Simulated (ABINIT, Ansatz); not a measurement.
# Bismuth (R-3m): zone-centre phonons

Which modes does Bismuth (R-3m) have at the zone centre?

Calculated with ABINIT 10.8.3; DFT LDA, scalar-relativistic, plane waves, HGH norm-conserving pseudopotentials.

Experimental background.

For Bi, rhombohedral (rhombohedral powder, earlier literature), “The Crystalline Structure of Thin Bismuth Layers Grown on Silicon (111) Substrates” (2022, pmc:9323643) quotes earlier work: Raman mode (Eg) 69 cm⁻¹ [literature value for powder, quoted for comparison]; Raman mode (A1g) 94.5 cm⁻¹ [literature value for powder, quoted for comparison; the paper's table prints 94].

This is a report of a sequence of runs, with most program output left out.

The database entry behind the starting cell lists a temperature near 78 K, so it need not match the best structure at ambient conditions.

**1. The structure**

The structure is trigonal, space group R-3m (No. 166). The conventional cell has a = 4.493 Å, b = 4.493 Å, c = 11.471 Å, α = 90.00°, β = 90.00°, γ = 120.00°. Nearest to Bi lie 6 Bi at 3.06 to 3.41 Å.

Structure file:

```cif
data_structure
_symmetry_space_group_name_H-M 'P 1'
_symmetry_Int_Tables_number 1
_cell_length_a 4.6206
_cell_length_b 4.6206
_cell_length_c 4.6206
_cell_angle_alpha 58.182
_cell_angle_beta 58.182
_cell_angle_gamma 58.182
_cell_volume 66.85
loop_
_atom_site_label
_atom_site_type_symbol
_atom_site_fract_x
_atom_site_fract_y
_atom_site_fract_z
_atom_site_occupancy
Bi1 Bi 0.23719 0.23719 0.23719 1
Bi2 Bi 0.76281 0.76281 0.76281 1
```

**2. Relaxation**

The harmonic expansion needs vanishing forces, and a free crystal bears no stress, so cell and atoms are brought to rest. Stress is more sensitive to the basis than forces are: the last 3 Ha under the cutoff are smoothed with ecutsm, and the cutoff is raised above that of the later runs.

The starting cell comes from a relaxation made beforehand in Ansatz (LDA, PseudoDojo NC).

The input, relax.abi:

```
# relaxation
ionmov 2
optcell 2
dilatmx 1.08
ntime 40
tolmxf 1.0d-05
tolvrs 1.0d-14
prtwf 0
prtden 0
chksymtnons 0

# basis, mesh and filling
ecut 26.0
ecutsm 3.0
ixc 7
ngkpt 9 9 9
nshiftk 1
shiftk 0.0 0.0 0.0
istwfk *1
occopt 7
tsmear 0.01
nband 11
nstep 100
diemac 1000000.0
prtebands 0
prtgsr 0
useylm 1

# cell and atoms
acell 3*1.0 Angstrom
rprim 
    2.246519403 1.297028582 3.823696733
    -2.246519403 1.297028582 3.823696733
    0.0 -2.594057164 3.823696733
ntypat 1
znucl 83
natom 2
typat 1 1
xred 
    0.2371881703 0.2371881703 0.2371881703
    0.7628118297 0.7628118297 0.7628118297
pp_dirpath "./pseudo"
pseudos "Bi.hgh"
```

Launch:

```sh
$ OMP_NUM_THREADS=1 mpirun -n 4 abinit relax.abi > relax.log
```

Run time: 5 min. Hardware: 4 MPI ranks of Intel Xeon at 2.70GHz, shared host; 20 min of CPU time.

Step by step:

| step | energy less that of the first step (eV) | largest force (eV/Å) | volume (Å³) |
| --- | --- | --- | --- |
| 1 | 0.0000 | 0.1140 | 66.85 |
| 2 | -0.0004 | 0.1035 | 66.79 |
| 3 | -0.0016 | 0.0212 | 66.44 |
| 4 | -0.0017 | 0.0194 | 66.47 |
| 5 | -0.0025 | 0.0135 | 67.04 |
| 6 | -0.0025 | 0.0116 | 67.06 |
| 7 | -0.0027 | 0.0015 | 67.14 |
| 8 | -0.0027 | 0.0017 | 67.12 |
| 9 | -0.0027 | 0.0010 | 67.06 |
| 10 | -0.0027 | 0.0002 | 67.04 |

| conventional cell, symmetrised | before | after | change |
| --- | --- | --- | --- |
| a (Å) | 4.493 | 4.474 | -0.4 % |
| b (Å) | 4.493 | 4.474 | -0.4 % |
| c (Å) | 11.471 | 11.602 | +1.1 % |
| volume (Å³/atom) | 33.42 | 33.52 | +0.3 % |

The atoms that moved most (Å, as changes of fractional coordinates times the final cell):

| atom | dx | dy | dz | length |
| --- | --- | --- | --- | --- |
| Bi1 | 0.000 | 0.000 | -0.020 | 0.020 |
| Bi2 | 0.000 | 0.000 | 0.020 | 0.020 |

Final coordinates:

```xyz
2
Lattice="2.2370 1.2916 3.8674 -2.2370 1.2916 3.8674 0.0000 -2.5831 3.8674" Properties=species:S:1:pos:R:3 pbc="T T T"
Bi    0.0000    0.0000    2.7318
Bi    0.0000    0.0000    8.8704
```

Read from the output:

```yaml
volume_per_atom: 33.52 Å³
pressure: -0.001214 GPa
gap_on_the_k_mesh: 0.04245 eV
```

The volume changes by +0.3 % from the cell with which this run began.

**3. Ground state**

The response is built on these wavefunctions, so the potential is converged far more tightly than an energy would need. Occupations are smeared.

The input, gs.abi:

```
# ground state
tolvrs 1.0d-16
prtden 1
prtwf 1

# basis, mesh and filling
ecut 20.0
ixc 7
ngkpt 10 10 10
nshiftk 1
shiftk 0.0 0.0 0.0
istwfk *1
occopt 7
tsmear 0.01
nband 11
nstep 100
diemac 1000000.0
prtebands 0
prtgsr 0
useylm 1

# cell and atoms
acell 3*1.0 Angstrom
rprim 
    2.237037919 1.291554445 3.867402923
    -2.237037919 1.291554445 3.867402923
    0.0 -2.583108889 3.867402923
ntypat 1
znucl 83
natom 2
typat 1 1
xred 
    0.2354580032 0.2354580032 0.2354580032
    0.7645419968 0.7645419968 0.7645419968
pp_dirpath "./pseudo"
pseudos "Bi.hgh"
```

Launch:

```sh
$ OMP_NUM_THREADS=1 mpirun -n 4 abinit gs.abi > gs.log
```

Wall time 21 s (4 MPI ranks).

This step gave:

```
pressure          : -0.02301 GPa
gap on the k-mesh : 0 eV
```

The cell stands at -0.023 GPa, close enough for phonons.

**4. Linear response at Γ**

At q = 0 one unit cell holds all displacements. The response is solved for single atoms along the cell's directions, and symmetry skips those that follow from others. The crystal is treated as a metal, which screens a static field, so no field response is asked.

The input, dfpt_gamma.abi:

```

# common to the responses
getwfk_filepath "gso_WFK"
kptopt 2
nqpt 1
qpt 0.0 0.0 0.0
asr 0
chneut 0

# displacements
rfphon 1
rfatpol 1 2
rfdir 1 1 1
tolvrs 1.0d-10
prtwf 0

# basis, mesh and filling
ecut 20.0
ixc 7
ngkpt 10 10 10
nshiftk 1
shiftk 0.0 0.0 0.0
istwfk *1
occopt 7
tsmear 0.01
nband 11
nstep 100
diemac 1000000.0
prtebands 0
prtgsr 0
useylm 1

# cell and atoms
acell 3*1.0 Angstrom
rprim 
    2.237037919 1.291554445 3.867402923
    -2.237037919 1.291554445 3.867402923
    0.0 -2.583108889 3.867402923
ntypat 1
znucl 83
natom 2
typat 1 1
xred 
    0.2354580032 0.2354580032 0.2354580032
    0.7645419968 0.7645419968 0.7645419968
pp_dirpath "./pseudo"
pseudos "Bi.hgh"
```

Launch:

```sh
$ OMP_NUM_THREADS=1 mpirun -n 4 abinit dfpt_gamma.abi > dfpt_gamma.log
```

Wall time 55 s (4 MPI ranks).

This step gave:

| Property | Result |
| --- | --- |
| largest acoustic frequency at the zone centre before the sum rule | -0.29 cm⁻¹ |
| highest optical zone-centre mode (no LO-TO term) | 103.1 cm⁻¹ |
| lowest optical zone-centre mode | 70.85 cm⁻¹ |

The acoustic modes at Γ come out as far as 0.3 cm⁻¹ from zero, where they should vanish, a small numerical error.

**5. Zone-centre analysis**

anaddb reads the merged derivatives and imposes the acoustic sum rule.

The input, anaddb.abi:

```
ddb_filepath "gamma_DDB"
output_file "anaddb.abo"
outdata_prefix "anaddb"
asr 1
chneut 1
enunit 2
eivec 1
nph1l 1
qph1l 0.0 0.0 0.0 1.0
```

The input, mrgddb.in:

```
gamma_DDB
merged
2
dfpt_gammao_DDB
gso_DDB
```

Launch:

```sh
$ mrgddb < mrgddb.in > mrgddb.log
$ OMP_NUM_THREADS=1 anaddb anaddb.abi > anaddb.log
```

Wall time 0.76 s (1 thread).

No LO-TO term; unit eigenvectors of the mass-weighted matrix, from anaddb's displacements. Modes at Γ:

| mode | frequency (cm⁻¹) |
| --- | --- |
| 1 | 0.0 |
| 2 | 0.0 |
| 3 | 0.0 |
| 4 | 70.9 |
| 5 | 70.9 |
| 6 | 103.1 |

Displacements in mode 5 (70.9 cm⁻¹), the largest set to 1:
```
Bi1  0.00 -1.00  0.00
Bi2  0.00  1.00  0.00
```

Displacements in mode 6 (103.1 cm⁻¹), the largest set to 1:
```
Bi1  0.00  0.00  1.00
Bi2  0.00  0.00 -1.00
```

The rule moves no optical mode by more than 0.1 cm⁻¹.

**6. Outcome**

```yaml
space_group_after_relaxation: R-3m
volume_per_atom: 33.5 Å³
highest_optical_zone_centre_mode_no_lo_to_term: 103.1 cm⁻¹
lowest_optical_zone_centre_mode: 70.8 cm⁻¹
imaginary_optical_modes_at_the_zone_centre_no_q_mesh_in_this_session: none
```

At the LDA level the optical modes of Bismuth (R-3m) at the zone centre run from 71 to 103 cm⁻¹. These are harmonic frequencies at zero temperature: anharmonic shifts and linewidths and thermal expansion are left out. Spin-orbit coupling is left out, which can matter for the heavy elements here. The HGH files keep few electrons and have no core correction, which is cheap but rough for Bi. In a metal the frequencies hang on the k mesh and the smearing, most of all near Kohn anomalies.

Calculation against experiment:

| quantity | measured | LDA norm-conserving, ABINIT |
| --- | --- | --- |
| Raman mode, Eg (cm⁻¹) | 69 | 71 (+2.8 %) |
| Raman mode, A1g (cm⁻¹) | 94.5 | 103 (+9.1 %) |

Measured values from pmc:9323643 (2022).

Verdict: The Raman mode is off by +2.8 %: good agreement. The Raman mode is off by +9.1 %: a clear miss. The grades are ours: good and fair within 3 and 7 % for the Raman mode. For Raman mode the calculation has a static lattice, without zero-point motion or thermal expansion.

[Host names and launcher messages were left out of these logs when they were recorded.]

[Logs are printed without paths, hosts, clocks, repeated set-up lines and the standing remarks that a program may print on its own settings, such as how far it seeks lower states.]

[Hosts, paths, dates, database ids (printed as entryN), source tags and the programs' standing remarks are cut or masked in the printed files.]
